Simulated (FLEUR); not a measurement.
# MnF2: parallel and opposed starts

Wanted: the moments of MnF2 and the energy of each order that was tried.

Method: PBE with U = 4 eV on Mn d; all-electron FLAPW, Dirac cores, scalar-relativistic bands, in FLEUR MaX-R8.1.

## 1. Set-up

The structure is tetragonal, space group P4_2/mnm (No. 136). Conventional cell: a = 4.874 Å, b = 4.874 Å, c = 3.311 Å, α = 90.00°, β = 90.00°, γ = 90.00°. Nearest to Mn lie 6 F at 2.10 to 2.13 Å. Nearest to F lie 3 Mn at 2.10 to 2.13 Å. Farther neighbours and most contacts between anions are not listed.

Coordinates:

```
Mn F
1.0
     4.87380    0.00000    0.00000
     0.00000    4.87380    0.00000
     0.00000    0.00000    3.31070
Mn F
2 4
Direct
  0.00000 0.00000 0.00000
  0.50000 0.50000 0.50000
  0.30530 0.30530 0.00000
  0.19470 0.80530 0.50000
  0.69470 0.69470 0.00000
  0.80530 0.19470 0.50000
```

## 2. Run 1 (ferro ++)

The parallel start comes first: it shows whether parallel moments hold. A Hubbard U acts on the open shell, since semilocal functionals spread its electrons too much.

inpgen writes inp.xml from crystal.txt; cutoffs, mixing, functional, smearing and local orbitals are then set in the file. The k list default-1 (kpts.xml, not shown) is a Γ-centred 6×6×10 mesh; where the ranks do not divide the number of points, some are split in two of half the weight.

The input, inp.xml:

```
<?xml version="1.0" encoding="UTF-8" standalone="no"?>
<fleurInput fleurInputVersion="0.39">
   <comment>
      MnF2
   </comment>
   <calculationSetup>
      <cutoffs Kmax="4.29" Gmax="12.9" GmaxXC="12.9" numbands="0"/>
      <scfLoop itmax="120" minDistance="0.0001" maxIterBroyd="15" imix="Anderson" alpha="0.05" precondParam="0.0" spinf="2.0" sdNocoIR="T"/>
      <coreElectrons ctail="T" frcor="F" kcrel="0" coretail_lmax="0"/>
      <xcFunctional name="pbe" relativisticCorrections="F"/>
      <magnetism jspins="2"/>
      <soc l_soc="F" theta="0.0" phi="0.0" spav="F"/>
      <expertModes spex="0" secvar="F"/>
      <geometryOptimization l_f="F" forcealpha="1.0" forcemix="BFGS" epsdisp="0.00001" epsforce="0.00001"/>
      <ldaU l_linMix="F" mixParam="0.05" spinf="1.0"/>
   </calculationSetup>
   <cell>
      <bzIntegration valenceElectrons="58.0" mode="hist" fermiSmearingEnergy="0.00073499">
         <kPointListSelection listName="default-1"/>
         <xi:include xmlns:xi="http://www.w3.org/2001/XInclude" href="kpts.xml"> </xi:include>
      </bzIntegration>
      <xi:include xmlns:xi="http://www.w3.org/2001/XInclude" href="sym.xml"> </xi:include>
      <bulkLattice scale="1.0">
         <bravaisMatrix>
            <row-1>    9.2101471860754796     0.0000000000000000     0.0000000000000000</row-1>
            <row-2>    0.0000000000000000     9.2101471860754796     0.0000000000000000</row-2>
            <row-3>    0.0000000000000000     0.0000000000000000     6.2563162807132198</row-3>
         </bravaisMatrix>
      </bulkLattice>
   </cell>
   <atomSpecies>
      <species name="Manganese 4.501" element="Mn" atomicNumber="25">
         <mtSphere radius="2.48" gridPoints="819" logIncrement="0.015"/>
         <atomicCutoffs lmax="10" lnonsphr="8"/>
         <electronConfig flipSpins="F">
            <coreConfig>(1s1/2) (2s1/2) (2p1/2) (2p3/2)</coreConfig>
            <valenceConfig>(3s1/2) (3p1/2) (3p3/2) (4s1/2) (3d3/2) (3d5/2)</valenceConfig>
            <stateOccupation state="(3d3/2)" spinUp="1.7505" spinDown="0.2495"/>
            <stateOccupation state="(3d5/2)" spinUp="3.0" spinDown="0.0"/>
         </electronConfig>
         <energyParameters s="4" p="4" d="3" f="4"/>
         <ldaU l="2" U="4.0" J="0.0" l_amf="F"/>
         <lo type="SCLO" l="0" n="3" eDeriv="0"/>
         <lo type="SCLO" l="1" n="3" eDeriv="0"/>
      </species>
      <species name="Fluorine (F)" element="F" atomicNumber="9">
         <mtSphere radius="1.4" gridPoints="463" logIncrement="0.023"/>
         <atomicCutoffs lmax="6" lnonsphr="4"/>
         <electronConfig flipSpins="F">
            <coreConfig>(1s1/2)</coreConfig>
            <valenceConfig>(2s1/2) (2p1/2) (2p3/2)</valenceConfig>
            <stateOccupation state="(2p1/2)" spinUp="0.833333" spinDown="0.833333"/>
            <stateOccupation state="(2p3/2)" spinUp="1.666667" spinDown="1.666667"/>
         </electronConfig>
         <energyParameters s="2" p="2" d="3" f="4"/>
      </species>
   </atomSpecies>
   <atomGroups>
      <atomGroup species="Manganese 4.501">
         <relPos label="                   1">.0000000000 .0000000000 .0000000000</relPos>
         <relPos label="                   2">1.000/2.000 1.000/2.000 1.000/2.000</relPos>
         <force calculate="T" relaxXYZ="TTT"/>
      </atomGroup>
      <atomGroup species="Fluorine (F)">
         <relPos label="                   3">.3053000000 .3053000000 .0000000000</relPos>
         <relPos label="                   4">.1947000000 -.1947000000 1.000/2.000</relPos>
         <relPos label="                   5">-.3053000000 -.3053000000 .0000000000</relPos>
         <relPos label="                   6">-.1947000000 .1947000000 1.000/2.000</relPos>
         <force calculate="T" relaxXYZ="TTT"/>
      </atomGroup>
   </atomGroups>
   <output dos="F" band="F" slice="F">
      <bandDOS minEnergy="-.5*Htr" maxEnergy="0.5*Htr" sigma="0.015" storeEVData="T"/>
      <plotting iplot="0" polar="F">
         <plot TwoD="T" vec1="  1.0  0.0  0.0" vec2="  0.0  1.0  0.0" vec3="  0.0  0.0  1.0" zero="  0.0  0.0  0.0" file="plot"/>
      </plotting>
      <moessbauerParams electricFieldGradient="F" isomerShift="F" coreHyperfine="F" valenceHyperfine="F"/>
   </output>
</fleurInput>
```

The input, crystal.txt:

```
MnF2
&input film=F cartesian=F /
4.87380000000  0.00000000000  0.00000000000
0.00000000000  4.87380000000  0.00000000000
0.00000000000  0.00000000000  3.31070000000
1.8897261246
1.0 1.0 1.0

6
25 0.00000000000  0.00000000000  0.00000000000 : 4.501
25 0.50000000000  0.50000000000  0.50000000000 : 4.501
9 0.30530000000  0.30530000000  0.00000000000
9 0.19470000000  0.80530000000  0.50000000000
9 0.69470000000  0.69470000000  0.00000000000
9 0.80530000000  0.19470000000  0.50000000000

&kpt div1=6 div2=6 div3=10 gamma=T /
```

Run with:

```console
OMP_NUM_THREADS=1 inpgen -f crystal.txt > inpgen.log  # inp.xml is then edited as shown
OMP_NUM_THREADS=1 mpirun -n 4 fleur_MPI > fleur.log
```

The log of the run:

```text
Welcome to FLEUR        (www.flapw.de)
      MaX-Release 8.1          (www.max-centre.eu)

 ========== k-point set info ==========
 Selected k-point list: default-1
 k-point list type: mesh
 6 x 6 x 10
 Number of k points: 60

 ------------Calculation Setup---------------------------
 Number of MPI-tasks      :            4
 Number of PE/node        :            4
 Number of OMP-threads    :            1
 k-points in parallel     :            4
 pe's per k-point         :            1
 No of k-point loops      :           15
 Eigenvalue solver        :       lapack
 Number of basis functions:          761
 Approximate size of matrices (H+S) per k-point:         0.009 GB
 --------------------------------------------------------
 no density matrix found ... skipping LDA+U
 Reset of history
 Iteration:     1   Distance:      14.43912304 me/bohr^3
 Iteration:     2   Distance:      13.20247919 me/bohr^3
 Iteration:     3   Distance:      11.72943094 me/bohr^3
 Iteration:     4   Distance:       6.76924793 me/bohr^3
 Iteration:     5   Distance:       2.92931450 me/bohr^3
 Iteration:     6   Distance:       1.68150945 me/bohr^3
 Iteration:     7   Distance:       0.43576047 me/bohr^3
 Iteration:     8   Distance:       0.55557471 me/bohr^3
 Iteration:     9   Distance:       0.06847687 me/bohr^3
 Iteration:    10   Distance:       0.06020882 me/bohr^3
 Iteration:    11   Distance:       0.01318354 me/bohr^3
 Iteration:    12   Distance:       0.01153686 me/bohr^3
 Iteration:    13   Distance:       0.00210598 me/bohr^3
 Iteration:    14   Distance:       0.00047038 me/bohr^3
 Iteration:    15   Distance:       0.00026526 me/bohr^3
 Iteration:    16   Distance:       0.00006727 me/bohr^3

 ********************************************************************
 Run finished successfully
 Stop message:
   all done
 ********************************************************************

--- out.xml (last complete iteration) ---
<iteration numberForCurrentRun="   16" overallNumber="   16">
         [... left out ...]
         <bandgap value="2.5861070645" units="eV"/>
         <sumValenceSingleParticleEnergies value="-36.7112304277" units="Htr"/>
         <FermiEnergy value="0.1147269402" units="Htr"/>
         <valenceDensity>
            <mtCharges spin="1">
               <mtCharge atomType="1" total="9.2190632" s="1.1201229" p="3.1451744" d="4.8905876" f="0.0410619"/>
               <mtCharge atomType="2" total="2.8617543" s="0.8099591" p="2.0491227" d="0.0022795" f="0.0003251"/>
            </mtCharges>
            <mtCharges spin="2">
               <mtCharge atomType="1" total="4.4775953" s="1.0930688" p="3.1227848" d="0.1994223" f="0.0401124"/>
               <mtCharge atomType="2" total="2.8031015" s="0.8031961" p="1.9995311" d="0.0003037" f="0.0000526"/>
            </mtCharges>
            <spinDependentCharge spin="1" total="34.0000000" interstitial="4.1148563" mtSpheres="29.8851437"/>
            <spinDependentCharge spin="2" total="24.0000000" interstitial="3.8324032" mtSpheres="20.1675968"/>
            <totalCharge value="58.0000000000"/>
         </valenceDensity>
         [... left out ...]
         <allElectronCharges>
            <spinDependentCharge spin="1" total="48.0000000" interstitial="4.1148559" mtSpheres="43.8851441"/>
            <spinDependentCharge spin="2" total="38.0000000" interstitial="3.8324028" mtSpheres="34.1675972"/>
            <totalCharge value="85.9999999969"/>
         </allElectronCharges>
         <magneticMomentsInMTSpheres units="muBohr">
            <globalMagMoment atomType="1" vec="0.00000   0.00000   4.74147"/>
            <localMagMoment atomType="1" vec="0.00000   0.00000   4.74147"/>
            <globalMagMoment atomType="2" vec="0.00000   0.00000   0.05865"/>
            <localMagMoment atomType="2" vec="0.00000   0.00000   0.05865"/>
         </magneticMomentsInMTSpheres>
         <moessbauerParams unitsHFF="kG" unitsIS="e/bohr^3" unitsEFG="Htr/bohr^2">
         </moessbauerParams>
         <totalEnergy value="    -2716.9325493098" units="Htr">
            <sumOfEigenvalues value="    -1551.6557015295">
               <coreElectrons value="-1514.9444711018"/>
               <valenceElectrons value="-36.7112304277"/>
            </sumOfEigenvalues>
            <densityCoulombPotentialIntegral value="-4106.9035543019"/>
            <densityEffectivePotentialIntegral value="-4296.5661398847"/>
            <chargeDenXCDenIntegral value="-146.5064103022"/>
            <FockExchangeEnergyValence value="0.0000000000"/>
            <FockExchangeEnergyCore value="0.0000000000"/>
            <atomTypeDependentContributions atomType="1">
               <electronNucleiInteractionDifferentMTs value="2760.8728742915"/>
               <MadelungTerm value="-16.7701333392"/>
            </atomTypeDependentContributions>
            <atomTypeDependentContributions atomType="2">
               <electronNucleiInteractionDifferentMTs value="466.1836178050"/>
               <MadelungTerm value="-18.7634878901"/>
            </atomTypeDependentContributions>
            <dftUCorrection value="-0.7053131140"/>
            <tkbTimesEntropy value="0.0000000000"/>
            <freeEnergy value="-2716.9325493098"/>
            <extrapolationTo0K value="-2716.9325493098"/>
         </totalEnergy>
         <ldaUDensityMatrix>
            <densityMatrixFor spin="1" atomType="1" uIndex="1" l="2" U="4.00000000" J="0.00000000">
               (+0.97506,+0.00000) (+0.00000,+0.00000) (+0.00000,-0.01613) (+0.00000,+0.00000) (-0.01336,+0.00000)
               (+0.00000,+0.00000) (+0.98197,+0.00000) (+0.00000,+0.00000) (+0.00000,+0.01961) (+0.00000,+0.00000)
               (+0.00000,+0.01613) (+0.00000,+0.00000) (+0.97651,+0.00000) (+0.00000,+0.00000) (+0.00000,-0.01613)
               (+0.00000,+0.00000) (+0.00000,-0.01961) (+0.00000,+0.00000) (+0.98197,+0.00000) (+0.00000,+0.00000)
               (-0.01336,+0.00000) (+0.00000,+0.00000) (+0.00000,+0.01613) (+0.00000,+0.00000) (+0.97506,+0.00000)
            </densityMatrixFor>
            <densityMatrixFor spin="2" atomType="1" uIndex="1" l="2" U="4.00000000" J="0.00000000">
               (+0.03573,+0.00000) (+0.00000,+0.00000) (+0.00000,-0.02209) (+0.00000,+0.00000) (-0.02004,+0.00000)
               (+0.00000,+0.00000) (+0.04515,+0.00000) (+0.00000,+0.00000) (+0.00000,+0.02780) (+0.00000,+0.00000)
               (+0.00000,+0.02209) (+0.00000,+0.00000) (+0.03765,+0.00000) (+0.00000,+0.00000) (+0.00000,-0.02209)
               (+0.00000,+0.00000) (+0.00000,-0.02780) (+0.00000,+0.00000) (+0.04515,+0.00000) (+0.00000,+0.00000)
               (-0.02004,+0.00000) (+0.00000,+0.00000) (+0.00000,+0.02209) (+0.00000,+0.00000) (+0.03573,+0.00000)
            </densityMatrixFor>
         </ldaUDensityMatrix>
         <ldaUDensityMatrixConvergence>
            <distance spin="1" distance="0.000000"/>
            <distance spin="2" distance="0.000000"/>
         </ldaUDensityMatrixConvergence>
         <densityConvergence units="me/bohr^3">
            <chargeDensity spin="1" distance="0.0000337474"/>
            <chargeDensity spin="2" distance="0.0000459932"/>
            <overallChargeDensity distance="0.0000672673"/>
            <spinDensity distance="0.0000445380"/>
         </densityConvergence>
      </iteration>
```

It took 1.9 min on 4 MPI ranks of Arm Neoverse V2, shared host; peak memory 0.35 GiB; 7.5 min of CPU time.

Spin moment in the muffin-tin sphere by atom:

```
atom  spin moment in the muffin-tin sphere (μB)
 Mn1                                       4.74
 Mn2                                       4.74
  F3                                       0.06
  F4                                       0.06
  F5                                       0.06
  F6                                       0.06
```

Numbers from this step:

```
free energy                                                       : -73931.5010 eV
program's band gap on this mesh (in a metal only a level spacing) : 2.586 eV
magnetization                                                     : 10 μB
final state                                                       : ferromagnetic
```

After 16 cycles the largest moment stands at 4.74 μB.

(Continued in part 2 of 3.)

[Logs and program files are shortened in this print: banners, set-up blocks, solver, clock and traceback lines can be left out without a mark of their own.]

[Logs are printed without paths, hosts, clocks, repeated set-up lines and the standing remarks that a program may print on its own settings, such as how far it seeks lower states.]

[Hosts, paths, dates, database ids (printed as entryN), source tags and the programs' standing remarks are cut or masked in the printed files.]

[Where a cell is said to come from a database of computed structures, the database is the Materials Project.]
